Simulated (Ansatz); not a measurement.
# Al2Cu (I4/mcm): phonon-mediated transition temperature

Wanted: λ, ω_log and Tc of Al2Cu (I4/mcm). The cell shown first is a relaxed one, from steps not shown here.

Calculated with Ansatz 0.2.0; DFT PBE, scalar-relativistic, plane waves, PAW; PAW set soft_1.

### Step 1. The cell after earlier relaxation steps

It takes space group I4/mcm (No. 140, tetragonal). Conventional cell: a = 6.083 Å, b = 6.083 Å, c = 4.833 Å, α = 90.00°, β = 90.00°, γ = 90.00°. Al has 4 Cu at 2.59 Å and 3 Al at 2.71 to 2.89 Å nearest. Nearest to Cu lie 2 Cu at 2.42 Å and 8 Al at 2.59 Å. Farther neighbours are not listed.

### Step 2. Electron–phonon run: q 2×2×2, k 6×6×6, scattering 8×8×8

The run that gives the couplings also evaluates McMillan's and Allen and Dynes's formulas and, where asked, the Eliashberg equations, over a range of μ*.

Contents of input.yaml:

```yaml
crystal:
  lattice:
    - [-3.0414481649, 3.0414481649, 2.4163565168]
    - [3.0414481649, -3.0414481649, 2.4163565168]
    - [3.0414481649, 3.0414481649, -2.4163565168]
  atoms:
    - { symbol: Al, position: [0.6575723575, 0.1575723575, 0.8151447151] }
    - { symbol: Al, position: [0.1575723575, 0.3424276425, 0.5] }
    - { symbol: Al, position: [0.3424276425, 0.8424276425, 0.1848552849] }
    - { symbol: Al, position: [0.8424276425, 0.6575723575, 0.5] }
    - { symbol: Cu, position: [0.25, 0.25, 0.0] }
    - { symbol: Cu, position: [0.75, 0.75, 0.0] }
kpoints:
  mp_grid: { grid: [6, 6, 6] }
hamiltonian:
  xc: pbe
  pseudopotentials: { kind: paw, azcp: { folder: soft_1 } }
scf:
  occupations: { method: methfessel_paxton, width: 0.2 }
output:
  eigenvalues: true
phonons:
  method: dfpt
  qmesh: [2, 2, 2]
  temperatures: { t_max: 1000, t_step: 50 }
  qpath:
    path:
      - [[0.0, 0.0, 0.0], [0.0, 0.0, 0.5], [-0.5, 0.5, 0.5], [0.0, 0.0, 0.0]]
      - [[0.0, 0.0, 0.5], [0.25, 0.25, 0.25], [0.0, 0.5, 0.0], [0.0, 0.0, 0.0]]
    npoints: 6
  electrical_resistivity:
    mesh: [8, 8, 8]
    temperatures: [20.0, 50.0, 80.0, 100.0, 150.0, 200.0, 273.0, 300.0, 400.0, 500.0, 600.0, 800.0]
  superconductivity: { mesh: [8, 8, 8] }
```

Started as:

```bash
> ansatz run input.yaml --threads 16 --pin off --max-ram 92160MiB --backend cuda --events-out ev --progress --plain --runs-dir out --max-vram 78GiB
```

Numbers of over 12 decimals in the logs are rounded to 6 here.

Output:

```text
Warning: phonons: the dynamical matrix that this run interpolates holds no multipole term above the dipole-dipole one, and a site of this crystal is no centre of inversion, so its interpolated transverse optical and acoustic branches and sound speeds can stay off near Gamma, and the density of states and the thermodynamics with them. What a run solves at a wave vector of phonons.qpoints, Gamma apart, where the deck admits one, is free of this, and under fd what a larger phonons.supercell samples
Engine: ansatz 0.2.0, aarch64-unknown-linux-gnu
Pseudopotentials: kind: paw
Pseudopotential: Al, paw, valence charge 3, recommended cutoff 420 eV (normal), soft_1/Al.paw.azcp
Pseudopotential: Cu, paw, valence charge 19, recommended cutoff 420 eV (normal), soft_1/Cu.paw.azcp
Functional definition: PBE
  parameter kappa = 0.804
  parameter beta = 0.066725
  exchange = pbe_x(kappa = kappa, mu = beta*pi^2/3)
  correlation = pbe_c(beta = beta)
[...]
Crystal: 6 atoms, lattice volume = 89.409 Å³
Basis set: ecut = 420 eV, 1737 PW (Γ), exchange–correlation on 72×72×72 points (8 copies of the dense FFT grid, shifted against one another)
Bands: 31, of which v1, the nominal top of the filled ones, is band 25 counted from 1 (24 counted from 0)
Symmetry: 16 space group operations
k-points: 30 of 216
Non-local potential: Al, projectors of the file, l = 0: 2, l = 1: 2, l = 2: 1
Non-local potential: Cu, projectors of the file, l = 0: 3, l = 1: 2, l = 2: 3, l = 3: 1
PAW form: soft (Blöchl's): semilocal exchange-correlation on the pseudo side does not see the compensation charge
PAW one-centre angular grid: Al, 110 points (default); XC on 64 Gauss nodes
PAW one-centre angular grid: Cu, 590 points (default); XC on 64 Gauss nodes
Initial density: superposition of atomic densities (chi_scale 0.1, normalization cell, long waves kept (reshape's long-wave potential 0.00 eV rms))
Initial wavefunctions: pseudopotential atomic-orbital guess
[...]
Functional: x = pbe(κ = 0.804, μ = 0.219515), c = pbe(β = 0.066725)
SCF iter   1: F=—  HF=-15408.707898 eV  |F-HF|=—  |Δ(HF+E_count)|=         —  Δρ=3.54e-1  dr2=8.41e1  ethr=3.10e-3  ⟨swp⟩=7.7  Hψ=4458  notcnv=0
preconditioner: auto → Kerker (q_TF=auto, 2.476 Å⁻¹)  [metal: Δε(μ)=0.058 eV  Ē_g=5.902 eV  σ=0.200 eV  W_gap=0.23  n_scr=16 (ndim 8)  ℏωp=22.9 eV  f_vac=0.000  D(μ)=2.18/eV (n_scr^D=16)]
SCF iter   2: F=—  HF=-15402.812339 eV  |F-HF|=—  |Δ(HF+E_count)|=    5.90e0  S|Δr|=    0.00e0  Δρ=1.12e-1  dr2=1.09e1  ethr=3.10e-3  ⟨swp⟩=2.8  Hψ=2146  notcnv=0
[...]
SCF iter  12: F=-15401.392548 eV  HF=-15401.392548 eV  |F-HF|=3.64e-12  |Δ(HF+E_count)|=  7.28e-12  S|Δr|=    0.00e0  Δρ=2.82e-8  dr2=6.06e-13  ethr=1.00e-12  ⟨swp⟩=5.2  Hψ=5029  notcnv=0
SCF 1 converged in 12 iterations: F = -15401.392548 eV  dr2 = 6.06e-13
  greatest PAW one-centre occupation: 0.999 electrons in one spin orbital (limit 2), on the Cu atom at site 5 (counted from 0), in its partial waves of l = 0
[...]
iter 1 solved again at ethr=2.79e-7 eV; its pass at ethr=3.10e-3 eV (dr2=1.40e-4 eV) is discarded
SCF iter   1: F=—  HF=-15401.392307 eV  |F-HF|=—  |Δ(HF+E_count)|=         —  Δρ=5.18e-7  dr2=1.09e-10  ethr=2.79e-7  ⟨swp⟩=2.9  Hψ=6481  notcnv=0
eigensolver tolerance schedule: the retry pair's looser diagonalisation over-reported the residual by 1275579.16 of it (diagonalisation noise at an unbounded share of the residual, at the tolerance the schedule requests for it); recorded, not acted on — ethr = c·dr2/N_el stays at c = 1.0e-1
preconditioner: auto → Kerker (q_TF=auto, 2.476 Å⁻¹)  [metal: Δε(μ)=0.011 eV  Ē_g=7.098 eV  σ=0.200 eV  W_gap=0.05  n_scr=16 (ndim 8)  ℏωp=22.9 eV  f_vac=0.000  D(μ)=2.66/eV (n_scr^D=16)]
SCF iter   2: F=—  HF=-15401.392548 eV  |F-HF|=—  |Δ(HF+E_count)|=   2.41e-4  S|Δr|=    0.00e0  Δρ=3.50e-7  dr2=4.96e-11  ethr=1.00e-12  ⟨swp⟩=3.0  Hψ=2183  notcnv=0
SCF iter   3: F=-15401.392548 eV  HF=-15401.392548 eV  |F-HF|=0.00e0  |Δ(HF+E_count)|=  9.09e-12  S|Δr|=    0.00e0  Δρ=1.51e-7  dr2=8.80e-12  ethr=1.00e-12  ⟨swp⟩=2.8  Hψ=3887  notcnv=0
SCF 2 converged in 3 iterations: F = -15401.392548 eV  dr2 = 8.80e-12
[...]
SCF 3 converged in 12 iterations: F = -15401.392548 eV  dr2 = 6.36e-13
[...]
SCF converged after 12 iterations
[...]
mean free path at 50 K (of a tensor a third of its trace): 511 nm by what each carries, 393 by the Fermi surface alone
  Hall coefficient in a weak field at 50 K (a third of the trace): 7.369e-11 m³/C (how far it moves between the two finest meshes is not known); by each state's relaxation time: 3.386e-11 m³/C; by a constant relaxation time: 3.634e-11 m³/C
  mean free path at 80 K (of a tensor a third of its trace): 133 nm by what each carries, 111 by the Fermi surface alone
  Hall coefficient in a weak field at 80 K (a third of the trace): 4.506e-11 m³/C (how far it moves between the two finest meshes is not known); by each state's relaxation time: 2.277e-11 m³/C; by a constant relaxation time: 3.595e-11 m³/C
  mean free path at 100 K (of a tensor a third of its trace): 78.9 nm by what each carries, 67.9 by the Fermi surface alone
  Hall coefficient in a weak field at 100 K (a third of the trace): 3.561e-11 m³/C (how far it moves between the two finest meshes is not known); by each state's relaxation time: 1.880e-11 m³/C; by a constant relaxation time: 3.595e-11 m³/C
  mean free path at 150 K (of a tensor a third of its trace): 37.0 nm by what each carries, 33.1 by the Fermi surface alone
  Hall coefficient in a weak field at 150 K (a third of the trace): 2.580e-11 m³/C (how far it moves between the two finest meshes is not known); by each state's relaxation time: 1.508e-11 m³/C; by a constant relaxation time: 3.616e-11 m³/C
  mean free path at 200 K (of a tensor a third of its trace): 24.2 nm by what each carries, 21.9 by the Fermi surface alone
  Hall coefficient in a weak field at 200 K (a third of the trace): 2.300e-11 m³/C (how far it moves between the two finest meshes is not known); by each state's relaxation time: 1.444e-11 m³/C; by a constant relaxation time: 3.642e-11 m³/C
  mean free path at 273 K (of a tensor a third of its trace): 16.4 nm by what each carries, 14.9 by the Fermi surface alone
  Hall coefficient in a weak field at 273 K (a third of the trace): 2.192e-11 m³/C (how far it moves between the two finest meshes is not known); by each state's relaxation time: 1.457e-11 m³/C; by a constant relaxation time: 3.673e-11 m³/C
  mean free path at 300 K (of a tensor a third of its trace): 14.6 nm by what each carries, 13.4 by the Fermi surface alone
  Hall coefficient in a weak field at 300 K (a third of the trace): 2.187e-11 m³/C (how far it moves between the two finest meshes is not known); by each state's relaxation time: 1.473e-11 m³/C; by a constant relaxation time: 3.682e-11 m³/C
  mean free path at 400 K (of a tensor a third of its trace): 10.7 nm by what each carries, 9.75 by the Fermi surface alone
  Hall coefficient in a weak field at 400 K (a third of the trace): 2.197e-11 m³/C (how far it moves between the two finest meshes is not known); by each state's relaxation time: 1.529e-11 m³/C; by a constant relaxation time: 3.708e-11 m³/C
  mean free path at 500 K (of a tensor a third of its trace): 8.42 nm by what each carries, 7.69 by the Fermi surface alone
  Hall coefficient in a weak field at 500 K (a third of the trace): 2.215e-11 m³/C (how far it moves between the two finest meshes is not known); by each state's relaxation time: 1.568e-11 m³/C; by a constant relaxation time: 3.721e-11 m³/C
  mean free path at 600 K (of a tensor a third of its trace): 6.98 nm by what each carries, 6.36 by the Fermi surface alone
  Hall coefficient in a weak field at 600 K (a third of the trace): 2.227e-11 m³/C (how far it moves between the two finest meshes is not known); by each state's relaxation time: 1.592e-11 m³/C; by a constant relaxation time: 3.726e-11 m³/C
  mean free path at 800 K (of a tensor a third of its trace): 5.21 nm by what each carries, 4.73 by the Fermi surface alone
  Hall coefficient in a weak field at 800 K (a third of the trace): 2.232e-11 m³/C (how far it moves between the two finest meshes is not known); by each state's relaxation time: 1.612e-11 m³/C; by a constant relaxation time: 3.724e-11 m³/C
  the resistivity times a path that all electrons share, by the Fermi surface of the deck's mesh alone (a third of the trace): 7.999e-16 Ω·m²
  not converged in the mesh (λ; λ_tr; the resistivity at 20 K by 22.47 %; the resistivity at 50 K by 16.59 %; the resistivity at 80 K by 23.07 %; the resistivity at 100 K by 24.72 %; the resistivity at 150 K by 25.57 %; the resistivity at 200 K by 24.50 %; the resistivity at 273 K by 23.49 %; the resistivity at 300 K by 22.95 %; the resistivity at 400 K by 21.86 %; the resistivity at 500 K by 21.13 %; the resistivity [...]
  vibrations of 8 cells: unjudged by the run; compare a larger repeat
  the changes of the potential over all sites missed a rigid shift's by 0.00 % (the site terms' by 0.02 %)
  at the force constants' own smearing the fine mesh and the k-points of their solves give squared frequencies that differ by 17.9 % of the larger at the most, at (-0.5, -0.5, -0.5)
--- Superconductivity: potentials and phonons of a 2×2×2 supercell ---
           mesh         λ    ħω_log (meV)  μ* declared at (meV)
          8×8×8    0.4106          20.700               24.734
          4×4×4    0.5532          21.406               24.953
  λ by the species' shares of the modes' patterns: Al 0.2761, Cu 0.1345
  with the Fermi level up to 39.3 meV (the hardest mode) off, states and modes as they are: density of states 0.9985 to 1.5362 /eV of one spin and cell, λ 0.4062 to 0.6988
  transition temperature on the deck's mesh (K), isotropic and anisotropic, restricted to the Fermi surface (FSR) and over the full bandwidth (FBW), and the last with the density of states resolved in a narrower window:
        μ*   McMillan   Allen–Dynes      iso. FSR      iso. FBW    aniso. FSR    aniso. FBW  narrow window
      0.08      1.769         1.801         1.613         1.617         1.749         1.753          1.753
      0.10      1.167         1.186         1.027         1.028         1.146         1.148          1.147
      0.12      0.710         0.721         0.605         0.605         0.704         0.704          0.705
      0.13      0.533         0.541         0.448         0.448         0.537         0.537          0.537
      0.14      0.389         0.394         0.322         0.323         0.400         0.400          0.400
      0.16      0.184         0.187         0.151         0.151         0.207         0.207          0.207
      0.20      0.020         0.021    none_found    none_found    none_found    none_found     none_found
  none_found: no transition down to 0.1 K
  isotope coefficients −∂ln Tc/∂ln M under μ* = 0.13, the force constants as they are, of the isotropic transitions restricted to the Fermi surface and over the full bandwidth: Al 0.113 and 0.115, Cu 0.122 and 0.122
  gaps at the Fermi level over the full bandwidth under μ* = 0.1, 0.287 K: 0.069 to 0.244 meV
  gaps at the Fermi level over the full bandwidth under μ* = 0.13, 0.134 K: 0.023 to 0.119 meV
  gaps at the Fermi level over the full bandwidth under μ* = 0.16, 0.052 K: 0.005 to 0.048 meV
  not converged in the mesh (λ, the transition temperature): between neighbouring meshes, the two finest first, λ moves by 34.75 % and the anisotropic transition temperature over the full bandwidth at μ* = 0.13 by 1945.91 %; converged means that the two finest part by at most 2.00 % and 5.00 %
  vibrations of 8 cells: unjudged by the run; compare a larger repeat
  the changes of the potential over all sites missed a rigid shift's by 0.00 % (the site terms' by 0.02 %)
  at the force constants' own smearing the fine mesh and the k-points of their solves give squared frequencies that differ by 17.9 % of the larger at the most, at (-0.5, -0.5, -0.5)
```

The job ended after 54 s (1 × NVIDIA GB200 with 16 threads of Arm Neoverse V2, shared host; peak memory 5.6 GiB).

In the SCF lines HF is the Harris–Foulkes energy and dr2 the Hartree energy of the density residual, in eV; the loop may stop once dr2 is under the threshold and the program's other checks hold. Hψ counts applications of the Hamiltonian.

Numbers from this step:

```yaml
volume_per_atom: 14.90 Å³/atom
metallic_on_mesh: yes
gap_on_the_k_mesh: 0 eV
zero_point_energy: 0.2196 eV/cell
share_of_imaginary_modes_in_the_plain_interpolation_between_solved_wavevectors: 0
highest_frequency_solved_or_plainly_interpolated: 317.3 cm⁻¹
debye_temperature_second_moment: 386 K
resistivity_at_300_k: 5.94 μΩ cm, mean of the axes
coupling_constant_lambda: 0.4106
density_of_states_at_the_fermi_level: 1.016 states/eV a spin and cell
log_mean_phonon_energy_omega_log: 20.7 meV
transport_coupling_constant_lambda_tr: 0.3758, 0.3758, 0.4035 (xx, yy, zz)
drude_plasma_energy: 8.18, 8.18, 9.246 eV (xx, yy, zz)
resistivity_times_mean_free_path: 8.84, 8.84, 6.316 × 10⁻¹⁶ Ω m² (xx, yy, zz)
second_moment_phonon_energy_omega: 24.73 meV
```

An empty cell: under 1 mK by a formula, or no transition down to the floor of the Eliashberg search. Transition temperatures:

```csv
μ*,McMillan Tc (K),Allen–Dynes Tc (K),isotropic Fermi-surface Tc (K),isotropic full bandwidth Tc (K),anisotropic Fermi-surface Tc (K),anisotropic full bandwidth Tc (K),anisotropic narrow window Tc (K)
0.08,1.77,1.8,1.61,1.62,1.75,1.75,1.75
0.1,1.17,1.19,1.03,1.03,1.15,1.15,1.15
0.12,0.71,0.721,0.605,0.605,0.704,0.704,0.705
0.13,0.533,0.541,0.448,0.448,0.537,0.537,0.537
0.14,0.389,0.394,0.322,0.323,0.4,0.4,0.4
0.16,0.184,0.187,0.151,0.151,0.207,0.207,0.207
0.2,0.0205,0.0207,-,-,-,-,-
```

### Step 3. Resistivity: q 3×3×3, k 9×9×9, scattering 12×12×12

The next rung changes the q mesh, which sets the reach of the force constants and couplings; the k mesh of the density and its response; the scattering mesh, which samples the Fermi surface.

input.yaml, as its differences from that of step 2:

```diff
@@ -13,3 +13,3 @@
 kpoints:
-  mp_grid: { grid: [6, 6, 6] }
+  mp_grid: { grid: [9, 9, 9] }
 hamiltonian:
@@ -23,3 +23,3 @@
   method: dfpt
-  qmesh: [2, 2, 2]
+  qmesh: [3, 3, 3]
   temperatures: { t_max: 1000, t_step: 50 }
@@ -31,4 +31,4 @@
   electrical_resistivity:
-    mesh: [8, 8, 8]
+    mesh: [12, 12, 12]
     temperatures: [20.0, 50.0, 80.0, 100.0, 150.0, 200.0, 273.0, 300.0, 400.0, 500.0, 600.0, 800.0]
-  superconductivity: { mesh: [8, 8, 8] }
+  superconductivity: { mesh: [12, 12, 12] }
```

Output:

```text
[...]
Crystal: 6 atoms, lattice volume = 89.409 Å³
Basis set: ecut = 420 eV, 1737 PW (Γ), exchange–correlation on 72×72×72 points (8 copies of the dense FFT grid, shifted against one another)
Bands: 31, of which v1, the nominal top of the filled ones, is band 25 counted from 1 (24 counted from 0)
Symmetry: 16 space group operations
k-points: 75 of 729
[...]
SCF iter   1: F=—  HF=-15408.701461 eV  |F-HF|=—  |Δ(HF+E_count)|=         —  Δρ=3.54e-1  dr2=8.44e1  ethr=3.10e-3  ⟨swp⟩=7.6  Hψ=11103  notcnv=0
[...]
SCF iter   2: F=—  HF=-15402.797820 eV  |F-HF|=—  |Δ(HF+E_count)|=    5.90e0  S|Δr|=    0.00e0  Δρ=1.15e-1  dr2=1.13e1  ethr=3.10e-3  ⟨swp⟩=2.3  Hψ=5285  notcnv=0
[...]
SCF iter  12: F=-15401.356144 eV  HF=-15401.356144 eV  |F-HF|=5.46e-12  |Δ(HF+E_count)|=  3.64e-12  S|Δr|=    0.00e0  Δρ=5.29e-8  dr2=2.06e-12  ethr=1.00e-12  ⟨swp⟩=5.5  Hψ=9996  notcnv=0
SCF 1 converged in 12 iterations: F = -15401.356144 eV  dr2 = 2.06e-12
[...]
SCF iter   2: F=—  HF=-15401.356144 eV  |F-HF|=—  |Δ(HF+E_count)|=   2.45e-4  S|Δr|=    0.00e0  Δρ=4.59e-7  dr2=8.38e-11  ethr=1.00e-12  ⟨swp⟩=3.0  Hψ=5534  notcnv=0
[...]
SCF iter   4: F=-15401.356144 eV  HF=-15401.356144 eV  |F-HF|=1.09e-11  |Δ(HF+E_count)|=  1.82e-12  S|Δr|=    0.00e0  Δρ=1.59e-7  dr2=9.66e-12  ethr=1.00e-12  ⟨swp⟩=2.7  Hψ=5524  notcnv=0
SCF 2 converged in 4 iterations: F = -15401.356144 eV  dr2 = 9.66e-12
[...]
SCF 3 converged in 12 iterations: F = -15401.356144 eV  dr2 = 2.14e-12
[...]
SCF converged after 12 iterations
[...]
vibrations of 27 cells: unjudged by the run; compare a larger repeat
[...]
--- Superconductivity: potentials and phonons of a 3×3×3 supercell ---
           mesh         λ    ħω_log (meV)  μ* declared at (meV)
       12×12×12    0.3981          20.369               24.701
          6×6×6    0.3325          20.321               24.594
          3×3×3    0.4014          22.060               25.413
  λ by the species' shares of the modes' patterns: Al 0.2681, Cu 0.1300
[...]
0.08      1.506         1.533         1.359         1.361         1.508         1.508          1.508
      0.10      0.966         0.981         0.840         0.841         0.969         0.969          0.969
      0.12      0.566         0.575         0.476         0.477         0.582         0.583          0.582
      0.13      0.416         0.422         0.344         0.345         0.439         0.439          0.439
      0.14      0.295         0.299         0.241         0.242         0.323         0.323          0.323
      0.16      0.130         0.132         0.106         0.106         0.163         0.163          0.163
      0.20      0.011         0.011    none_found    none_found    none_found    none_found     none_found
  none_found: no transition down to 0.1 K
[...]
vibrations of 27 cells: unjudged by the run; compare a larger repeat
[...]
```

Run time: 2.9 min. Hardware: 1 × NVIDIA GB200 with 16 threads; peak memory 13 GiB.

Numbers from this step:

| Property | Result |
| --- | --- |
| zero point energy | 0.2194 eV/cell |
| highest frequency, solved or plainly interpolated | 317.1 cm⁻¹ |
| resistivity at 300 K | 5.819 μΩ cm, mean of the axes |
| coupling constant λ | 0.3981 |
| density of states at the Fermi level | 0.9816 states/eV a spin and cell |
| log mean phonon energy ħω_log | 20.37 meV |
| transport coupling constant λ_tr | 0.3595, 0.3595, 0.395 (xx, yy, zz) |
| Drude plasma energy | 8.064, 8.064, 9.171 eV (xx, yy, zz) |
| resistivity times mean free path | 9.136, 9.136, 6.389 × 10⁻¹⁶ Ω m² (xx, yy, zz) |
| second-moment phonon energy ħω₂ | 24.70 meV |

An empty cell: under 1 mK by a formula, or no transition down to the floor of the Eliashberg search. Transition temperatures:

```csv
μ*,McMillan Tc (K),Allen–Dynes Tc (K),isotropic Fermi-surface Tc (K),isotropic full bandwidth Tc (K),anisotropic Fermi-surface Tc (K),anisotropic full bandwidth Tc (K),anisotropic narrow window Tc (K)
0.08,1.51,1.53,1.36,1.36,1.51,1.51,1.51
0.1,0.966,0.981,0.84,0.841,0.969,0.969,0.969
0.12,0.566,0.575,0.476,0.477,0.582,0.583,0.582
0.13,0.416,0.422,0.344,0.345,0.439,0.439,0.439
0.14,0.295,0.299,0.241,0.242,0.323,0.323,0.323
0.16,0.13,0.132,0.106,0.106,0.163,0.163,0.163
0.2,0.0112,0.0113,-,-,-,-,-
```

(Continued in part 2 of 2.)

[Logs are printed without paths, hosts, clocks, repeated set-up lines and the standing remarks that a program may print on its own settings, such as how far it seeks lower states.]

[Hosts, paths, dates, database ids (printed as entryN), source tags and the programs' standing remarks are cut or masked in the printed files.]
